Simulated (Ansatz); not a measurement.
# A thicker film of LiH (001) from two thinner ones

In a field along its normal an insulating film takes a dipole p. Written as a length, p/(ε₀AE), it should grow by 1 − 1/ε for each ångström added.

How it was computed: Ansatz 0.2.0, plane waves with PAW datasets (its set soft_2), PBE; rocksalt films relaxed at a bulk in-plane lattice constant near the measured one, then held in weak fields of both signs with a dipole correction (A is the cell's area, E the outer field).

| run | distance between the outer atoms (Å) | p/(ε₀AE) (Å) |
| --- | --- | --- |
| 3 units | 3.986 | 5.180 |
| 5 units | 7.961 | 8.249 |
| 8 units | 13.936 | ? |

**Question.** What value belongs in the row marked “?”, and how far can the other rows tell?

Two rows fix a line: slope = (8.249 − 5.180) / (7.961 − 3.986) = 0.7721, intercept 2.1024. That slope means ε = 1/(1 − 0.7721) = 4.39. At 13.936 it gives 0.7721 × 13.936 + 2.1024 = 12.862 Å, beyond the rows fitted. Rounding of the rows alone allows about ±0.004 Å there; two rows can't show whether the line holds.

The run itself gives 12.822 Å: a miss of −0.040 Å, or 0.3 % of the value. The length is met to within 1 %, though ε is more sensitive than the length: the two thickest films give ε = 4.26.

Caveats: This is the electronic response alone. A unit is one step of the cut along the normal (a plane, a pair of planes or a cell), and the layers relax along it, away from their bulk spacing where the functional's lattice constant differs from the one held.
